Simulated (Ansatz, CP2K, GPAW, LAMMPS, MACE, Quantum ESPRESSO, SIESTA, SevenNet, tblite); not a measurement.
# GPAW on amorphous Ge (61 atoms): settings against a plane-wave reference

Aim: run amorphous Ge (61 atoms) in GPAW and see how near its forces come to a plane-wave reference, and at what cost.

Calculated with GPAW 26.7.0; the method is named at each step.

### Step 1. The starting structure

The cell holds 61 atoms: 61 Ge. Its edges and angles: a = 11.099 Å, b = 11.099 Å, c = 11.099 Å, α = 90.0°, β = 90.0°, γ = 90.0°. 61 atoms (61 Ge) placed at random at 5.38 g/cm³, melted at 3500 K for 10 ps at fixed volume with the Tersoff potential (Tersoff, Phys. Rev. B 39, 5566 (1989)). Quenched from 3500 K to 100 K at 5 K/ps and fixed volume, held 5 ps, then minimised at fixed cell.

The yardstick, on the same geometry:

```
method                 : Kohn-Sham DFT, PBE, SSSP efficiency 1.3.0 pseudopotentials, plane waves (Quantum ESPRESSO 7.5); sssp-pbe-1.3.0-efficiency, cutoffs 45/360 Ry, Γ point
r.m.s. force component : 0.2246 eV/Å
longest force          : 0.8539 eV/Å
pressure               : 5.213 GPa
time                   : 2.5 min on 4 MPI ranks of Arm Neoverse V2, shared host
CPU time               : 10 min
```

### Step 2. PBE, LCAO dzp, h 0.2 Å

Method: Kohn-Sham DFT, PBE, PAW, atomic orbitals (dzp).

run.py

```python
import numpy as np
from ase.io import read
from gpaw import GPAW, FermiDirac

atoms = read("structure.xyz")
atoms.calc = GPAW(
    mode="lcao",
    basis="dzp",
    h=0.2,
    xc="PBE",
    kpts={"size": (1, 1, 1), "gamma": True},
    occupations=FermiDirac(0.05),
    maxiter=200,
    symmetry={"point_group": False},
    txt="gpaw.txt",
)
energy = atoms.get_potential_energy(force_consistent=True)
forces = atoms.get_forces()
print(f"energy {energy:.6f} eV")
print("forces (eV/A)")
for i, (a, f) in enumerate(zip(atoms, forces)):
    print(f"{i:4d} {a.symbol:2s} {f[0]:10.5f} {f[1]:10.5f} {f[2]:10.5f}")
print(f"Fermi level {atoms.calc.get_fermi_level():.4f} eV")
for k in range(len(atoms.calc.get_ibz_k_points())):
    for s in range(atoms.calc.get_number_of_spins()):
        e = atoms.calc.get_eigenvalues(kpt=k, spin=s)
        n = np.searchsorted(e, atoms.calc.get_fermi_level())
        print(f"k {k} spin {s} levels about the Fermi level:", np.round(e[max(n - 6, 0):n], 4).tolist(), "|", np.round(e[n:n + 6], 4).tolist())
```

structure.xyz

```xyz
61
Lattice="11.09880 0.00000 0.00000 0.00000 11.09880 0.00000 0.00000 0.00000 11.09880" Properties=species:S:1:pos:R:3 pbc="T T T"
Ge 3.82465 3.59313 9.66772
Ge 9.40324 1.21454 6.27471
Ge 7.74097 9.55396 3.94951
Ge 3.55317 8.46084 4.95650
Ge 6.34163 3.29623 9.98448
Ge 2.30078 9.24674 8.70168
Ge 5.69302 11.05962 7.44541
Ge 10.45529 5.28869 6.93475
Ge 8.56461 7.16727 11.00957
Ge 0.48158 9.87360 10.17427
Ge 6.89346 5.87415 4.15661
Ge 1.62009 1.41732 3.19856
Ge 0.85572 9.12321 1.43496
Ge 1.10788 3.76960 3.13475
Ge 10.24564 4.50867 4.50456
Ge 3.00089 1.48791 10.39247
Ge 5.86671 10.06939 10.90069
Ge 3.57159 1.51654 1.61943
Ge 1.74040 5.64885 7.17171
Ge 6.54074 4.18980 5.92099
Ge 10.38493 3.01998 11.02977
Ge 3.22387 8.70856 2.39379
Ge 9.23553 7.70889 7.26550
Ge 8.74197 5.65550 8.89913
Ge 0.68424 1.23974 9.81189
Ge 9.20046 1.14895 1.12320
Ge 4.65062 0.87425 5.48037
Ge 3.27625 4.52198 3.96771
Ge 0.72164 4.84895 0.95294
Ge 9.76017 3.23918 8.58059
Ge 6.09457 0.15416 3.61077
Ge 2.71565 3.49324 7.48215
Ge 2.29468 6.42487 4.98159
Ge 8.07837 10.99281 10.32910
Ge 5.18791 7.07926 8.54530
Ge 10.57571 6.99302 1.58857
Ge 0.06826 6.82388 4.04596
Ge 7.35140 7.85440 5.56427
Ge 5.62687 3.06049 1.44495
Ge 5.42221 8.65640 6.67582
Ge 9.78448 10.52355 4.59701
Ge 8.37671 2.91421 4.83874
Ge 4.34030 3.23486 5.70012
Ge 4.16083 10.74708 9.30812
Ge 4.69646 10.53076 1.84584
Ge 2.80700 5.48714 10.90934
Ge 10.89614 11.08470 2.50600
Ge 0.65427 1.92131 7.34607
Ge 8.31589 4.48547 0.20844
Ge 4.33042 6.85617 1.15905
Ge 5.12254 5.15917 2.60489
Ge 6.08270 7.70523 10.75984
Ge 6.51422 5.06338 8.18459
Ge 7.46727 1.97004 2.70300
Ge 2.78247 6.89546 8.91900
Ge 9.38481 9.03387 9.50357
[... 1 atom lines left out ...]
Ge 8.78448 5.42043 2.63119
Ge 2.14118 0.74406 5.54241
Ge 1.84740 9.55729 6.30856
Ge 10.82078 8.64985 5.62709
```

On the command line:

```console
$ OMP_NUM_THREADS=1 python run.py > output.txt
```

Output:

```text
energy -249.900491 eV
forces (eV/A)
   0 Ge    0.27031    0.37736    0.06865
   1 Ge    0.12130   -0.41313    0.40657
   2 Ge   -0.31828   -0.18084   -0.52337
   3 Ge    0.40409    0.30503   -0.28115
   4 Ge   -0.00187   -0.47072    0.01369
   5 Ge    0.33266   -0.07460   -0.24830
   6 Ge    0.24700   -0.02247   -0.02554
   7 Ge   -0.30243    0.00731   -0.27782
   8 Ge    0.15546   -0.08648   -0.04132
   9 Ge   -0.17743   -0.12097    0.24920
  10 Ge   -0.09362    0.56236    0.16823
  11 Ge    0.18695   -0.08943    0.02757
  12 Ge    0.00535   -0.18246   -0.08009
  13 Ge    0.14786   -0.32183    0.16514
  14 Ge    0.73080    0.02236    0.04028
  15 Ge   -0.08097   -0.11651    0.32572
  16 Ge    0.12988    0.33360    0.32668
  17 Ge   -0.26374    0.50242    0.21633
  18 Ge   -0.22911    0.35445   -0.01919
  19 Ge    0.36236    0.07170   -0.02517
  20 Ge    0.27582   -0.28354    0.04560
  21 Ge   -0.19557   -0.10691    0.38760
  22 Ge   -0.34812   -0.32144   -0.08154
  23 Ge    0.21994    0.65349    0.04030
[...]
53 Ge   -0.03420    0.40301   -0.14568
  54 Ge   -0.19030    0.23291    0.20145
  55 Ge   -0.16495   -0.09843   -0.11186
  56 Ge   -0.34698   -0.07270   -0.01349
  57 Ge   -0.11610    0.06948   -0.08535
  58 Ge   -0.16085   -0.14817   -0.20199
  59 Ge   -0.18517    0.26863   -0.05818
  60 Ge    0.06926    0.03540    0.18453
Fermi level 5.7729 eV
k 0 spin 0 levels about the Fermi level: [5.2948, 5.3803, 5.5377, 5.6922, 5.7457, 5.7718] | [5.9367, 6.1484, 6.2174, 6.3303, 6.5007, 6.5812]
```

gpaw.txt:

```text
Input parameters:
  mode=LCAO(),
  basis={'default': 'dzp'},
  h=0.2,
  kpts=MonkhorstPack(size=(1, 1, 1), gamma=True),
  maxiter=200,
  occupations=Occupations(name='fermi-dirac', width=0.05, fixmagmom=False),
  symmetry=Symmetry(point_group=False),
  xc=XC(name='PBE')
Unit cell  # Å
| periodic |         x |         y |         z |   lengths |    angles |
|----------|-----------|-----------|-----------|-----------|-----------|
|      yes | 11.098800 |  0.000000 |  0.000000 | 11.098800 | 90.000000 |
|      yes |  0.000000 | 11.098800 |  0.000000 | 11.098800 | 90.000000 |
|      yes |  0.000000 |  0.000000 | 11.098800 | 11.098800 | 90.000000 |
Number of symmetries: 1
Symmetry operations  # r_c * U_cc + t_c -> r_c
|   | kind |            matrix            |
|---|------|------------------------------|
| 0 |  E   |  1, 0, 0,  0, 1, 0,  0, 0, 1 |
BZ-sampling:
  Number of BZ points: 1
  Number of IBZ points: 1
  Monkhorst-Pack size: [1, 1, 1]
  Monkhorst-Pack shift: [0, 0, 0]
[... lines left out ...]
  Fermi-Dirac:
[... lines left out ...]
xc functional:
  name: PBE with 2 nearest neighbor stencil
interpolation: tri-quintic # 5. degree polynomial
Initialization done in: 6.524 s
convergence criteria:
- Maximum [total energy] change in last 3 cyles: 0.0005 eV / valence electron
- Maximum integral of absolute [dens]ity change: 0.0001 electrons / valence electron
- Maximum integral of absolute [eigenst]ate change: 4e-08 eV^2 / valence electron
maximum number of iterations: 200
SCF iterations
|iter     |      energy | eigst |  dens |
|---------|-------------|-------|-------|
|iter:   1| -250.364031 |      c|       |
|iter:   2| -250.173920 |      c| -1.07 |
|iter:   3| -255.798734 |      c| -1.09 |
|iter:   4| -255.176865 |      c| -1.20 |
|iter:   5| -250.204301 |      c| -1.20 |
|iter:   6| -249.880914 |      c| -1.75 |
|iter:   7| -249.825027 |      c| -2.06 |
|iter:   8| -249.807189c|      c| -2.31 |
|iter:   9| -249.805203c|      c| -2.55 |
|iter:  10| -249.801386c|      c| -2.68 |
|iter:  11| -249.799696c|      c| -2.94 |
|iter:  12| -249.799858c|      c| -3.26 |
|iter:  13| -249.799577c|      c| -3.47 |
|iter:  14| -249.799596c|      c| -3.85 |
|iter:  15| -249.799574c|      c| -4.11c|
Converged in 15 steps
SCF loop duration: 132.176 s (8.812 s/step)
Energy contributions relative to reference atoms: (reference = -3482955.909003)
Energy contributions:
  Kinetic:        1068.721786
  Coulomb:        -952.171375
  Zero:              0.737180
  External:          0.000000
  Xc:             -366.986249
  Entropy:          -0.201834
  Spinorbit:         0.000000
  ----------------------------
  Free energy:    -249.900491
  Extrapolated:   -249.799574
dipole moment: (6.888537, 99.294716, 128.227649)  # |e|*Ang
Fermi level: 5.773
Eigenvalues  # (at kpt = [0.000, 0.000, 0.000])
| band index |      eig [eV] | occ [0-2] |
|------------|---------------|-----------|
|          0 |        -6.903 |     2.000 |
|        ... |               |           |
|        115 |         5.084 |     2.000 |
|        116 |         5.252 |     2.000 |
[...]
|        130 |         6.947 |     0.000 |
|        ... |               |           |
|        150 |         8.574 |     0.000 |
Gap: 0.165 eV
Transition (v -> c):
  (s=0, k=0, n=122, [0.00, 0.00, 0.00]) -> (s=0, k=0, n=123, [0.00, 0.00, 0.00])
No difference between direct/indirect transitions
Force computation time: 18.725  # s
timing:  # [seconds]
  Total:  157.445  # ━━━━━━━━━━━━━━━━━━━━━━━━━━━━━━━━━━━━━━━━━━━━━━━━━━━━━━━━
  Init:     6.523  # ━━╸
  SCF:    132.176  # ━━━━━━━━━━━━━━━━━━━━━━━━━━━━━━━━━━━━━━━━━━━━━━━
  Forces:  18.725  # ━━━━━━╸
```

It took 2.6 min on 1 thread of Arm Neoverse V2, shared host; peak memory 1.4 GiB.

Banners, paths, timers and routine set-up lines are dropped from the logs unmarked, and long logs keep their key lines alone; longer cuts are marked.

Against the reference:

```yaml
r_m_s_force_component: 0.2548 eV/Å
r_m_s_difference_of_force_components: 47.38 meV/Å
longest_difference_of_force_vectors: 169.1 meV/Å
force_difference_over_r_m_s_force: 21.1 %
slope_of_forces_against_the_reference_s: 1.121
correlation_of_force_components: 0.9884
```

The surroundings of Ge29, picked at random, nearest first, numbered as they follow in the input and with coordinates relative to it.

```
atom      x      y      z  distance (Å)  bonds     Fx     Fy  Fz (eV/Å)
Ge29   0.00   0.00   0.00          0.00      4  -0.16   0.16       0.04
Ge46   2.09   0.64  -1.14          2.46      4  -0.04  -0.27       0.06
Ge14   0.39  -1.08   2.18          2.46      4   0.15  -0.32       0.17
Ge21  -1.44  -1.83  -1.02          2.54      5   0.28  -0.28       0.05
Ge36  -1.24   2.14   0.64          2.56      5   0.02   0.02      -0.05
Ge58  -3.04   0.57   1.68          3.52      4  -0.12   0.07      -0.09
Ge49  -3.50  -0.36  -0.74          3.60      5  -0.74  -0.25       0.57
Ge37  -0.65   1.97   3.09          3.73      4  -0.23  -0.07      -0.06
Ge15  -1.57  -0.34   3.55          3.90      5   0.73   0.02       0.04
Ge28   2.55  -0.33   3.01          3.97      4  -0.32  -0.39      -0.33
```

Atoms are counted from 1 here, from 0 in the log.

Forces lie 21 % from the reference's, at 0.26 times its CPU time (on 1 against 4 cores).

### Step 3. PBE, LCAO dzp, h 0.2 Å, other mixer settings

Method: Kohn-Sham DFT, PBE, PAW, atomic orbitals (dzp).

Changes to run.py since step 2:

```diff
@@ -2,3 +2,3 @@
 from ase.io import read
-from gpaw import GPAW, FermiDirac
+from gpaw import GPAW, FermiDirac, Mixer
 
@@ -12,2 +12,3 @@
     occupations=FermiDirac(0.05),
+    mixer=Mixer(0.03, 7, 100),
     maxiter=200,
```

structure.xyz is that of step 2.

Output:

```text
energy -249.900489 eV
forces (eV/A)
   0 Ge    0.27006    0.37542    0.07007
   1 Ge    0.12112   -0.41596    0.40616
   2 Ge   -0.31804   -0.18431   -0.52893
   3 Ge    0.40655    0.30563   -0.28217
   4 Ge   -0.00309   -0.47436    0.01628
   5 Ge    0.33317   -0.07609   -0.24688
   6 Ge    0.24898   -0.02390   -0.02827
   7 Ge   -0.29962    0.00787   -0.27688
   8 Ge    0.15466   -0.08297   -0.04176
   9 Ge   -0.17430   -0.11881    0.25031
  10 Ge   -0.09408    0.56203    0.16845
  11 Ge    0.18766   -0.09109    0.02590
[...]
56 Ge   -0.34780   -0.07063   -0.01166
  57 Ge   -0.11753    0.06626   -0.08502
  58 Ge   -0.15800   -0.14741   -0.20092
  59 Ge   -0.18538    0.26796   -0.06042
  60 Ge    0.07212    0.03714    0.18226
Fermi level 5.7727 eV
k 0 spin 0 levels about the Fermi level: [5.2948, 5.3803, 5.5377, 5.692, 5.7455, 5.7717] | [5.9366, 6.1484, 6.2174, 6.3302, 6.5006, 6.5811]
```

gpaw.txt:

```text
Input parameters:
  mode=LCAO(),
  basis={'default': 'dzp'},
  h=0.2,
  kpts=MonkhorstPack(size=(1, 1, 1), gamma=True),
  maxiter=200,
  mixer=Pulay(name='pulay', nmaxold=7, beta=0.03, weight=100, sigma=0.015, g_ss=None),
  occupations=Occupations(name='fermi-dirac', width=0.05, fixmagmom=False),
[... lines left out ...]
  Fermi-Dirac:
[... lines left out ...]
convergence criteria:
- Maximum [total energy] change in last 3 cyles: 0.0005 eV / valence electron
[... lines left out ...]
Converged in 20 steps
[... lines left out ...]
  Free energy:    -249.900489
[... lines left out ...]
Fermi level: 5.773
[... lines left out ...]
|          0 |        -6.903 |     2.000 |
|        ... |               |           |
|        115 |         5.084 |     2.000 |
|        116 |         5.251 |     2.000 |
[...]
|        130 |         6.947 |     0.000 |
|        ... |               |           |
|        150 |         8.574 |     0.000 |
Gap: 0.165 eV
Transition (v -> c):
  (s=0, k=0, n=122, [0.00, 0.00, 0.00]) -> (s=0, k=0, n=123, [0.00, 0.00, 0.00])
No difference between direct/indirect transitions
Force computation time: 18.790  # s
timing:  # [seconds]
  Total:  202.092  # ━━━━━━━━━━━━━━━━━━━━━━━━━━━━━━━━━━━━━━━━━━━━━━━━━━━━━━━━
  Init:     6.587  # ━━
  SCF:    176.694  # ━━━━━━━━━━━━━━━━━━━━━━━━━━━━━━━━━━━━━━━━━━━━━━━━━
  Forces:  18.790  # ━━━━━
```

Run time: 3.4 min. Hardware: 1 thread; peak memory 1.3 GiB.

Numbers from this run, and their distance from the reference:

```yaml
r_m_s_force_component: 0.2548 eV/Å
r_m_s_difference_of_force_components: 47.63 meV/Å
longest_difference_of_force_vectors: 175.5 meV/Å
force_difference_over_r_m_s_force: 21.21 %
slope_of_forces_against_the_reference_s: 1.121
correlation_of_force_components: 0.9882
energy_less_the_same_level_run_s: 0 meV/atom
r_m_s_force_difference_from_the_same_level_run: 1.782 meV/Å
```

Against the first run (21 %), the force difference from the reference is 21 %, at 1.3 times the CPU time: another solver or mixer reaches the same state.

### Step 4. RPBE, LCAO dzp, h 0.2 Å

Method: Kohn-Sham DFT, RPBE, PAW, atomic orbitals (dzp).

Changes to run.py since step 3:

```diff
@@ -2,3 +2,3 @@
 from ase.io import read
-from gpaw import GPAW, FermiDirac, Mixer
+from gpaw import GPAW, FermiDirac
 
@@ -9,6 +9,5 @@
     h=0.2,
-    xc="PBE",
+    xc="RPBE",
     kpts={"size": (1, 1, 1), "gamma": True},
     occupations=FermiDirac(0.05),
-    mixer=Mixer(0.03, 7, 100),
     maxiter=200,
```

structure.xyz is that of step 3.

Output:

```text
energy -227.704881 eV
forces (eV/A)
   0 Ge    0.29267    0.40525    0.06155
   1 Ge    0.12199   -0.44521    0.44458
   2 Ge   -0.31522   -0.21608   -0.59775
   3 Ge    0.43805    0.31525   -0.29792
   4 Ge   -0.00410   -0.50633    0.00615
   5 Ge    0.33459   -0.07102   -0.24570
   6 Ge    0.28043   -0.00467   -0.01052
   7 Ge   -0.31385    0.01692   -0.27859
   8 Ge    0.15229   -0.07986   -0.01903
   9 Ge   -0.18193   -0.12452    0.26461
  10 Ge   -0.10832    0.58192    0.15855
  11 Ge    0.20166   -0.09611    0.02557
  12 Ge    0.01982   -0.18940   -0.07567
  13 Ge    0.12257   -0.31662    0.16805
  14 Ge    0.74668    0.00429    0.05619
  15 Ge   -0.09375   -0.11529    0.32615
  16 Ge    0.15171    0.34588    0.32747
  17 Ge   -0.27364    0.53464    0.24686
  18 Ge   -0.24642    0.37309   -0.00660
  19 Ge    0.39021    0.06351   -0.01212
  20 Ge    0.30857   -0.27403    0.06409
  21 Ge   -0.21638   -0.10943    0.40246
  22 Ge   -0.34981   -0.31305   -0.06819
  23 Ge    0.24325    0.66824    0.06105
[...]
53 Ge   -0.01820    0.41371   -0.14757
  54 Ge   -0.21244    0.22845    0.22482
  55 Ge   -0.17502   -0.10733   -0.13756
  56 Ge   -0.34268   -0.05080   -0.03510
  57 Ge   -0.11693    0.06376   -0.10835
  58 Ge   -0.16485   -0.14272   -0.19837
  59 Ge   -0.18915    0.27023   -0.04826
  60 Ge    0.06683    0.01751    0.20791
Fermi level 5.9105 eV
k 0 spin 0 levels about the Fermi level: [5.3798, 5.4242, 5.506, 5.6703, 5.8271, 5.8808] | [5.9132, 6.0745, 6.2978, 6.3683, 6.4776, 6.6569]
```

gpaw.txt:

```text
Input parameters:
  mode=LCAO(),
  basis={'default': 'dzp'},
  h=0.2,
  kpts=MonkhorstPack(size=(1, 1, 1), gamma=True),
  maxiter=200,
  occupations=Occupations(name='fermi-dirac', width=0.05, fixmagmom=False),
  symmetry=Symmetry(point_group=False),
  xc=XC(name='RPBE')
Unit cell  # Å
| periodic |         x |         y |         z |   lengths |    angles |
[... lines left out ...]
  Fermi-Dirac:
[... lines left out ...]
convergence criteria:
- Maximum [total energy] change in last 3 cyles: 0.0005 eV / valence electron
[... lines left out ...]
Converged in 15 steps
[... lines left out ...]
  Free energy:    -227.704881
  Extrapolated:   -227.605233
dipole moment: (6.874584, 99.109470, 127.985921)  # |e|*Ang
Fermi level: 5.910
Eigenvalues  # (at kpt = [0.000, 0.000, 0.000])
| band index |      eig [eV] | occ [0-2] |
|------------|---------------|-----------|
|          0 |        -6.762 |     2.000 |
|        ... |               |           |
|        114 |         5.179 |     2.000 |
|        115 |         5.205 |     2.000 |
[...]
|        129 |         6.970 |     0.000 |
|        ... |               |           |
|        150 |         8.726 |     0.000 |
Gap: 0.032 eV
Transition (v -> c):
  (s=0, k=0, n=121, [0.00, 0.00, 0.00]) -> (s=0, k=0, n=122, [0.00, 0.00, 0.00])
No difference between direct/indirect transitions
Force computation time: 18.775  # s
timing:  # [seconds]
  Total:  157.540  # ━━━━━━━━━━━━━━━━━━━━━━━━━━━━━━━━━━━━━━━━━━━━━━━━━━━━━━━━
  Init:     6.596  # ━━╸
  SCF:    132.147  # ━━━━━━━━━━━━━━━━━━━━━━━━━━━━━━━━━━━━━━━━━━━━━━━
  Forces:  18.775  # ━━━━━━╸
```

Wall time 2.6 min (1 thread); peak memory 1.4 GiB.

Compared with the plane-wave run:

| Quantity | Value |
| --- | --- |
| r.m.s. force component | 0.265 eV/Å |
| r.m.s. difference of force components | 62.45 meV/Å |
| longest difference of force vectors | 249.6 meV/Å |
| force difference over r.m.s. force | 27.81 % |
| slope of forces against the reference's | 1.158 |
| correlation of force components | 0.981 |

Against the first run (21 %), the force difference from the reference is 28 %, at 1.0 times the CPU time; the model has changed, so this is no error of the program alone.

(Continued in part 2 of 2.)

[Also dropped from logs without a mark: logging warnings of Python, and SIESTA's first energy breakdown and zero terms.]

[Logs are printed without paths, hosts, clocks, repeated set-up lines and the standing remarks that a program may print on its own settings, such as how far it seeks lower states.]

[Hosts, paths, dates, database ids (printed as entryN), source tags and the programs' standing remarks are cut or masked in the printed files.]
